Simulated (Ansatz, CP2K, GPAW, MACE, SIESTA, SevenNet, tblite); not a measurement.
**Running H-capped Sn nanocrystal (sphere) (80 atoms) with GPAW**

How do the settings of GPAW change the result for H-capped Sn nanocrystal (sphere) (80 atoms)? A plane-wave run serves as the yardstick.

Method: the method is named at each step, in GPAW 26.7.0.

## Step 1: The starting structure

The cell holds 80 atoms: 38 Sn and 42 H. Cell: a = 25.330 Å, b = 25.330 Å, c = 25.330 Å, α = 90.0°, β = 90.0°, γ = 90.0°. It derives from Sn (diamond-structure). Sphere of size parameter 7.19 Å cut from diamond-structure Sn (a = 6.489 Å), atoms with fewer than two neighbours dropped, broken bonds capped with H, 12 Å of vacuum. Then every atom was moved at random, 0.02 Å r.m.s. a Cartesian component (hydrogen 0.6 of that). Regions: crystal, 38 atoms (38 Sn); hydrogen, 42 atoms (42 H). Vacuum lies along a, b and c.

The yardstick, on the same geometry:

```
method                                           : Kohn-Sham DFT, PBE, PAW, plane waves (Ansatz 0.2.0); cutoff 420 eV, Γ point, fermi-dirac smearing of 0.05 eV; PAW set soft_2
r.m.s. force component                           : 0.3283 eV/Å
longest force                                    : 1.172 eV/Å
gap (highest filled to lowest empty level) : 2.454 eV
SCF cycles                                       : 10
time                                             : 2 min on 16 threads of Arm Neoverse N1, shared host
CPU time                                         : 30 min
```

## Step 2: PBE, LCAO dzp, h 0.2 Å

Method: Kohn-Sham DFT, PBE, PAW, atomic orbitals (dzp).

Contents of run.py:

```python
import numpy as np
from ase.io import read
from gpaw import GPAW, FermiDirac

atoms = read("structure.xyz")
atoms.calc = GPAW(
    mode="lcao",
    basis="dzp",
    h=0.2,
    xc="PBE",
    kpts={"size": (1, 1, 1), "gamma": True},
    occupations=FermiDirac(0.05),
    maxiter=200,
    symmetry={"point_group": False},
    txt="gpaw.txt",
)
energy = atoms.get_potential_energy(force_consistent=True)
forces = atoms.get_forces()
print(f"energy {energy:.6f} eV")
print("forces (eV/A)")
for i, (a, f) in enumerate(zip(atoms, forces)):
    print(f"{i:4d} {a.symbol:2s} {f[0]:10.5f} {f[1]:10.5f} {f[2]:10.5f}")
print(f"Fermi level {atoms.calc.get_fermi_level():.4f} eV")
for k in range(len(atoms.calc.get_ibz_k_points())):
    for s in range(atoms.calc.get_number_of_spins()):
        e = atoms.calc.get_eigenvalues(kpt=k, spin=s)
        n = np.searchsorted(e, atoms.calc.get_fermi_level())
        print(f"k {k} spin {s} levels about the Fermi level:", np.round(e[max(n - 6, 0):n], 4).tolist(), "|", np.round(e[n:n + 6], 4).tolist())
```

Contents of structure.xyz:

```xyz
80
Lattice="25.33029 0.00000 0.00000 0.00000 25.33029 0.00000 0.00000 0.00000 25.33029" Properties=species:S:1:pos:R:3 pbc="T T T"
Sn 7.01421 10.21951 10.22558
Sn 10.25370 7.03042 10.22558
Sn 10.20709 10.24205 7.05347
Sn 8.62572 8.57202 11.91486
Sn 10.24332 10.18987 13.49015
Sn 8.65409 11.88371 8.64776
Sn 10.20228 13.49421 10.25142
Sn 6.98837 13.44760 13.45925
Sn 8.57988 11.86977 15.12142
Sn 10.21267 13.46178 16.70659
Sn 8.58444 15.07735 11.88447
Sn 10.23268 16.69418 13.45013
Sn 11.85838 8.64042 8.57228
Sn 13.47090 10.22128 10.23293
Sn 13.41897 7.04739 13.48103
Sn 11.84596 8.63662 15.06848
Sn 13.50231 10.24281 16.73826
Sn 15.08115 8.64599 11.87687
Sn 16.73724 10.21064 13.49091
Sn 13.42911 13.52384 6.99420
Sn 11.85103 15.10065 8.59913
Sn 13.40834 16.73091 10.18759
Sn 15.09229 11.88269 8.63712
Sn 16.74535 13.43924 10.20532
Sn 11.84571 11.88421 11.83431
Sn 13.48331 13.49167 13.47039
Sn 11.82899 15.07076 15.09407
Sn 13.46812 16.69469 16.77422
Sn 15.10800 11.87256 15.07634
Sn 16.70305 13.47774 16.69266
Sn 15.08520 15.10774 11.85128
Sn 16.70558 16.76029 13.48939
Sn 11.82013 11.86572 18.38574
Sn 15.10369 15.13080 18.34293
Sn 11.84875 18.37029 11.85103
Sn 15.12016 18.39916 15.09153
Sn 18.35534 11.83077 11.83634
Sn 18.34800 15.09027 15.07304
H 6.00632 9.26886 9.23720
H 6.03621 11.22714 11.23702
H 9.24708 5.99441 9.26025
H 11.21169 5.98681 11.21980
H 11.23905 11.19624 6.00353
H 9.27367 9.23542 5.98124
H 7.59174 7.62771 12.88856
H 7.63911 12.82295 7.60415
H 6.02709 14.44764 14.48234
H 6.01873 12.49872 12.47998
H 7.62695 10.84440 16.08777
H 9.20528 14.45118 17.69954
H 7.63759 16.08397 10.85884
H 9.21161 17.70613 14.46334
H 12.84372 7.60390 7.63100
H 14.46461 5.98403 14.48031
H 12.46909 6.01468 12.47593
H 10.83225 7.61099 16.08676
[... 20 atom lines left out ...]
H 19.31612 10.82971 10.90697
H 19.32828 12.82650 12.86525
H 19.30573 16.03610 16.11006
H 19.30573 14.11910 14.10365
```

Command:

```bash
$ OMP_NUM_THREADS=1 python run.py > output.txt
```

What it wrote:

```text
energy -260.876380 eV
forces (eV/A)
   0 Sn    0.34565   -0.00635    0.31404
   1 Sn   -0.19210   -0.27439   -0.09542
   2 Sn    0.07986   -0.01139   -0.82079
   3 Sn   -0.12305    0.24617   -0.61499
   4 Sn   -0.34596    0.78742   -0.05195
   5 Sn   -0.54336   -0.23752   -0.11916
   6 Sn    0.27697    0.35804   -0.04251
   7 Sn    0.20539    0.44928    0.65742
   8 Sn    0.36782   -0.18903   -0.48883
   9 Sn    0.06819   -0.08120    0.29225
  10 Sn    0.02833    0.09306   -0.07529
  11 Sn   -0.08973    0.43057    0.18448
  12 Sn   -0.01140   -0.17082    0.36757
  13 Sn    0.05041    0.19174   -0.09899
  14 Sn    0.87389   -0.80958    0.23630
  15 Sn    0.03196   -0.23975    0.95865
  16 Sn   -0.72956    0.47429   -0.33711
  17 Sn    0.06322   -0.30657    0.00730
  18 Sn   -0.38238    0.70595   -0.61980
  19 Sn    0.49022   -0.45696    0.22358
  20 Sn   -0.35274   -0.11016    0.11367
  21 Sn    0.50974    0.18227    0.38560
  22 Sn   -0.23853   -0.19134   -0.57425
  23 Sn   -0.12164    0.23945    0.52837
[...]
72 H    -0.42181    0.44258   -0.36296
  73 H     0.44757    0.55571    0.43107
  74 H     0.54120    0.59413    0.52049
  75 H    -0.00685    0.19417   -0.01148
  76 H     0.57149   -0.49009   -0.49899
  77 H     0.11270   -0.07373   -0.10700
  78 H     0.31752    0.26791    0.24426
  79 H     0.52399   -0.37347   -0.40384
Fermi level -3.3605 eV
k 0 spin 0 levels about the Fermi level: [-4.8266, -4.7879, -4.7759, -4.7435, -4.6998, -4.6172] | [-2.0797, -1.8792, -1.8604, -1.8382, -1.7992, -1.6091]
```

gpaw.txt:

```text
Input parameters:
  mode=LCAO(),
  basis={'default': 'dzp'},
  h=0.2,
  kpts=MonkhorstPack(size=(1, 1, 1), gamma=True),
  maxiter=200,
  occupations=Occupations(name='fermi-dirac', width=0.05, fixmagmom=False),
  symmetry=Symmetry(point_group=False),
  xc=XC(name='PBE')
Unit cell  # Å
| periodic |         x |         y |         z |   lengths |    angles |
|----------|-----------|-----------|-----------|-----------|-----------|
|      yes | 25.330290 |  0.000000 |  0.000000 | 25.330290 | 90.000000 |
|      yes |  0.000000 | 25.330290 |  0.000000 | 25.330290 | 90.000000 |
|      yes |  0.000000 |  0.000000 | 25.330290 | 25.330290 | 90.000000 |
Number of symmetries: 1
Symmetry operations  # r_c * U_cc + t_c -> r_c
|   | kind |            matrix            |
|---|------|------------------------------|
| 0 |  E   |  1, 0, 0,  0, 1, 0,  0, 0, 1 |
BZ-sampling:
  Number of BZ points: 1
  Number of IBZ points: 1
  Monkhorst-Pack size: [1, 1, 1]
  Monkhorst-Pack shift: [0, 0, 0]
[... lines left out ...]
eigensolver:
density mixing:
  MSR1-Mixer
occupation numbers:
  Fermi-Dirac:
    width: 0.0500  # eV
FastPoissonSolver using
    Stencil: 6*3+1=19 point O(h^6) finite-difference Laplacian
xc functional:
  name: PBE with 2 nearest neighbor stencil
interpolation: tri-quintic # 5. degree polynomial
Initialization done in: 56.797 s
convergence criteria:
- Maximum [total energy] change in last 3 cyles: 0.0005 eV / valence electron
- Maximum integral of absolute [dens]ity change: 0.0001 electrons / valence electron
- Maximum integral of absolute [eigenst]ate change: 4e-08 eV^2 / valence electron
maximum number of iterations: 200
SCF iterations
|iter     |      energy | eigst |  dens |
|---------|-------------|-------|-------|
|iter:   1| -271.418763 |      c|       |
|iter:   2| -269.444788 |      c| -1.19 |
|iter:   3| -262.228648 |      c| -1.22 |
|iter:   4| -262.855598 |      c| -1.76 |
|iter:   5| -260.876940 |      c| -1.86 |
|iter:   6| -260.877441 |      c| -2.43 |
|iter:   7| -260.876760c|      c| -3.10 |
|iter:   8| -260.876397c|      c| -3.46 |
|iter:   9| -260.876395c|      c| -3.93 |
|iter:  10| -260.876380c|      c| -4.39c|
Converged in 10 steps
SCF loop duration: 164.791 s (16.479 s/step)
Energy contributions relative to reference atoms: (reference = -6384930.932484)
Energy contributions:
  Kinetic:         324.864270
  Coulomb:        -326.232465
  Zero:              1.618147
  External:          0.000000
  Xc:             -261.126331
  Entropy:          -0.000000
  Spinorbit:         0.000000
  ----------------------------
  Free energy:    -260.876380
  Extrapolated:   -260.876380
dipole moment: (0.035048, 0.315944, 0.036027)  # |e|*Ang
Fermi level: -3.361
Eigenvalues  # (at kpt = [0.000, 0.000, 0.000])
| band index |      eig [eV] | occ [0-2] |
|------------|---------------|-----------|
|          0 |       -25.216 |     2.000 |
|        ... |               |           |
|        279 |        -4.995 |     2.000 |
|        280 |        -4.951 |     2.000 |
[...]
|        294 |        -1.516 |     0.000 |
|        ... |               |           |
|        348 |         1.448 |     0.000 |
Gap: 2.537 eV
Transition (v -> c):
  (s=0, k=0, n=286, [0.00, 0.00, 0.00]) -> (s=0, k=0, n=287, [0.00, 0.00, 0.00])
No difference between direct/indirect transitions
Force computation time: 19.861  # s
timing:  # [seconds]
  Total:  241.503  # ━━━━━━━━━━━━━━━━━━━━━━━━━━━━━━━━━━━━━━━━━━━━━━━━━━━━━━━━
  Init:    56.797  # ━━━━━━━━━━━━━
  SCF:    164.791  # ━━━━━━━━━━━━━━━━━━━━━━━━━━━━━━━━━━━━━━
  Forces:  19.861  # ━━━━╸
```

Elapsed: 4.1 min, on 1 thread of Arm Neoverse N1, shared host; peak memory 5.4 GiB.

Banners, paths, timers and routine set-up lines are dropped from the logs unmarked, and long logs keep their key lines alone; longer cuts are marked.

Numbers from this run, and their distance from the reference:

| Property | Result |
| --- | --- |
| r.m.s. force component | 0.3392 eV/Å |
| r.m.s. difference of force components | 18.28 meV/Å |
| longest difference of force vectors | 67.27 meV/Å |
| force difference over r.m.s. force | 5.569 % |
| slope of forces against the reference's | 1.032 |
| correlation of force components | 0.999 |
| gap (highest filled to lowest empty level) | 2.538 eV |
| gap difference | 0.0834 eV |

Length of the force difference by element (eV/Å):

```tsv
element	atoms	mean	most
H	42	0.030	0.067
Sn	38	0.029	0.052
```

Levels nearest the highest filled one (eV from it): -0.21, -0.17, -0.16, -0.13, -0.08, 0.00, 2.54, 2.74, 2.76, 2.78, 2.82, 3.01.

A closer look about Sn15, which bears the longest force: 13 atoms, nearest first, numbered in the order of the input, with positions taken from that point.

```tsv
atom	x	y	z	distance (Å)	Fx	Fy	Fz (eV/Å)
Sn15	0.00	0.00	0.00	0.00	0.87	-0.81	0.24
H55	-0.95	-1.03	-1.01	1.73	0.00	-0.09	0.02
H54	1.05	-1.06	1.00	1.80	-0.37	0.38	-0.31
Sn16	-1.57	1.59	1.59	2.74	0.03	-0.24	0.96
Sn18	1.66	1.60	-1.60	2.81	0.06	-0.31	0.01
H42	-2.21	-1.06	-2.26	3.33	0.00	-0.05	-0.07
H56	-2.59	0.56	2.61	3.71	0.14	0.16	-0.17
H58	2.66	0.59	-2.61	3.77	0.00	-0.02	-0.02
Sn5	-3.18	3.14	0.01	4.47	-0.35	0.79	-0.05
Sn2	-3.17	-0.02	-3.26	4.54	-0.19	-0.27	-0.10
Sn14	0.05	3.17	-3.25	4.54	0.05	0.19	-0.10
Sn17	0.08	3.20	3.26	4.56	-0.73	0.47	-0.34
Sn19	3.32	3.16	0.01	4.58	-0.38	0.71	-0.62
```

Atoms are counted from 1 here, from 0 in the log.

Forces lie 5.6 % from the reference's, at 0.14 times its CPU time (on 1 against 16 cores).

## Step 3: PBE, LCAO szp(dzp), h 0.2 Å

Method: Kohn-Sham DFT, PBE, PAW, atomic orbitals (szp(dzp)).

Changes to run.py since step 2:

```diff
@@ -7,3 +7,3 @@
     mode="lcao",
-    basis="dzp",
+    basis="szp(dzp)",
     h=0.2,
```

structure.xyz is that of step 2.

What it wrote:

```text
energy -238.711075 eV
forces (eV/A)
   0 Sn    0.52867    0.05259    0.41289
   1 Sn   -0.09888   -0.08939   -0.03490
   2 Sn    0.11330    0.09047   -0.67072
   3 Sn    0.02241    0.39012   -0.69147
   4 Sn   -0.30651    0.92112   -0.11285
   5 Sn   -0.42071   -0.27801    0.05946
   6 Sn    0.36453    0.34289    0.02250
   7 Sn    0.33524    0.34999    0.57866
   8 Sn    0.55622   -0.14229   -0.64995
   9 Sn    0.22480   -0.14989    0.12999
  10 Sn    0.18755   -0.03673   -0.00323
  11 Sn    0.06518    0.27214    0.11143
[...]
75 H    -0.19432    0.34962   -0.20093
  76 H     0.78325   -0.75248   -0.74011
  77 H     0.26283    0.10494    0.08596
  78 H     0.52445    0.50944    0.51010
  79 H     0.67231   -0.55363   -0.58516
Fermi level -4.5490 eV
k 0 spin 0 levels about the Fermi level: [-5.9461, -5.9043, -5.8966, -5.8638, -5.8135, -5.7517] | [-3.2328, -2.9966, -2.9776, -2.9532, -2.9164, -2.7419]
```

gpaw.txt:

```text
Input parameters:
  mode=LCAO(),
  basis={'default': 'szp(dzp)'},
  h=0.2,
  kpts=MonkhorstPack(size=(1, 1, 1), gamma=True),
  maxiter=200,
  occupations=Occupations(name='fermi-dirac', width=0.05, fixmagmom=False),
  symmetry=Symmetry(point_group=False),
  xc=XC(name='PBE')
[... lines left out ...]
  Fermi-Dirac:
[... lines left out ...]
convergence criteria:
- Maximum [total energy] change in last 3 cyles: 0.0005 eV / valence electron
[... lines left out ...]
Converged in 9 steps
[... lines left out ...]
  Free energy:    -238.711075
[... lines left out ...]
Fermi level: -4.549
[... lines left out ...]
|          0 |       -27.051 |     2.000 |
|        ... |               |           |
|        279 |        -6.112 |     2.000 |
|        280 |        -6.060 |     2.000 |
[...]
|        294 |        -2.515 |     0.000 |
|        ... |               |           |
|        348 |         0.875 |     0.000 |
Gap: 2.519 eV
Transition (v -> c):
  (s=0, k=0, n=286, [0.00, 0.00, 0.00]) -> (s=0, k=0, n=287, [0.00, 0.00, 0.00])
No difference between direct/indirect transitions
Force computation time: 14.328  # s
timing:  # [seconds]
  Total:  189.678  # ━━━━━━━━━━━━━━━━━━━━━━━━━━━━━━━━━━━━━━━━━━━━━━━━━━━━━━━━
  Init:    53.327  # ━━━━━━━━━━━━━━━╸
  SCF:    121.974  # ━━━━━━━━━━━━━━━━━━━━━━━━━━━━━━━━━━━━
  Forces:  14.328  # ━━━━
```

Elapsed: 3.2 min, on 1 thread; peak memory 5.3 GiB.

Numbers from this run, and their distance from the reference:

| Quantity | Value |
| --- | --- |
| r.m.s. force component | 0.4415 eV/Å |
| r.m.s. difference of force components | 188.7 meV/Å |
| longest difference of force vectors | 454.4 meV/Å |
| force difference over r.m.s. force | 57.46 % |
| slope of forces against the reference's | 1.239 |
| correlation of force components | 0.9215 |
| gap (highest filled to lowest empty level) | 2.519 eV |
| gap difference | 0.0648 eV |

This is a coarse setting, run to see what it loses.

Against the first run (5.6 %), the force difference from the reference is 57 %, at 0.79 times the CPU time, with 700 basis functions against 1084: the smaller basis costs accuracy.

## Step 4: RPBE, LCAO dzp, h 0.2 Å

Method: Kohn-Sham DFT, RPBE, PAW, atomic orbitals (dzp).

Changes to run.py since step 3:

```diff
@@ -7,5 +7,5 @@
     mode="lcao",
-    basis="szp(dzp)",
+    basis="dzp",
     h=0.2,
-    xc="PBE",
+    xc="RPBE",
     kpts={"size": (1, 1, 1), "gamma": True},
```

structure.xyz is that of step 3.

What it wrote:

```text
energy -247.129216 eV
forces (eV/A)
   0 Sn    0.25126   -0.02296    0.30643
   1 Sn   -0.20310   -0.37599   -0.11031
   2 Sn    0.06299   -0.02087   -0.93558
   3 Sn   -0.18232    0.19503   -0.58021
   4 Sn   -0.36456    0.79739   -0.04430
   5 Sn   -0.60451   -0.19544   -0.16819
   6 Sn    0.27208    0.37917   -0.05452
   7 Sn    0.10061    0.45870    0.67137
   8 Sn    0.32090   -0.23324   -0.44756
   9 Sn    0.02519   -0.04505    0.34740
  10 Sn   -0.02485    0.14678   -0.11159
  11 Sn   -0.13435    0.48744    0.22176
[...]
75 H    -0.00460    0.24193   -0.00890
  76 H     0.62947   -0.54310   -0.54929
  77 H     0.15851   -0.07897   -0.11068
  78 H     0.37218    0.31599    0.29581
  79 H     0.57266   -0.37282   -0.40479
Fermi level -3.3373 eV
k 0 spin 0 levels about the Fermi level: [-4.7804, -4.7387, -4.721, -4.6872, -4.6459, -4.5701] | [-1.9882, -1.7777, -1.76, -1.7368, -1.6989, -1.5107]
```

gpaw.txt:

```text
Input parameters:
  mode=LCAO(),
  basis={'default': 'dzp'},
  h=0.2,
  kpts=MonkhorstPack(size=(1, 1, 1), gamma=True),
  maxiter=200,
  occupations=Occupations(name='fermi-dirac', width=0.05, fixmagmom=False),
  symmetry=Symmetry(point_group=False),
  xc=XC(name='RPBE')
[... lines left out ...]
  Fermi-Dirac:
[... lines left out ...]
convergence criteria:
- Maximum [total energy] change in last 3 cyles: 0.0005 eV / valence electron
[... lines left out ...]
Converged in 10 steps
[... lines left out ...]
  Free energy:    -247.129216
[... lines left out ...]
Fermi level: -3.337
[... lines left out ...]
|          0 |       -25.196 |     2.000 |
|        ... |               |           |
|        279 |        -4.938 |     2.000 |
|        280 |        -4.890 |     2.000 |
[...]
|        294 |        -1.413 |     0.000 |
|        ... |               |           |
|        348 |         1.536 |     0.000 |
Gap: 2.582 eV
Transition (v -> c):
  (s=0, k=0, n=286, [0.00, 0.00, 0.00]) -> (s=0, k=0, n=287, [0.00, 0.00, 0.00])
No difference between direct/indirect transitions
Force computation time: 21.435  # s
timing:  # [seconds]
  Total:  246.652  # ━━━━━━━━━━━━━━━━━━━━━━━━━━━━━━━━━━━━━━━━━━━━━━━━━━━━━━━━
  Init:    57.026  # ━━━━━━━━━━━━━
  SCF:    168.139  # ━━━━━━━━━━━━━━━━━━━━━━━━━━━━━━━━━━━━━━
  Forces:  21.435  # ━━━━━
```

Run time: 4.1 min. Hardware: 1 thread; peak memory 5.4 GiB.

Numbers from this run, and their distance from the reference:

| Property | Result |
| --- | --- |
| r.m.s. force component | 0.3528 eV/Å |
| r.m.s. difference of force components | 56.08 meV/Å |
| longest difference of force vectors | 151.5 meV/Å |
| force difference over r.m.s. force | 17.08 % |
| slope of forces against the reference's | 1.063 |
| correlation of force components | 0.989 |
| gap (highest filled to lowest empty level) | 2.582 eV |
| gap difference | 0.1278 eV |

Against the first run (5.6 %), the force difference from the reference is 17 %, at 1.0 times the CPU time; the model has changed, so this is no error of the program alone.

[end of part 1 of 2]

[Also dropped from logs without a mark: logging warnings of Python, and SIESTA's first energy breakdown and zero terms.]

[Logs are printed without paths, hosts, clocks, repeated set-up lines and the standing remarks that a program may print on its own settings, such as how far it seeks lower states.]

[Hosts, paths, dates, database ids (printed as entryN), source tags and the programs' standing remarks are cut or masked in the printed files.]
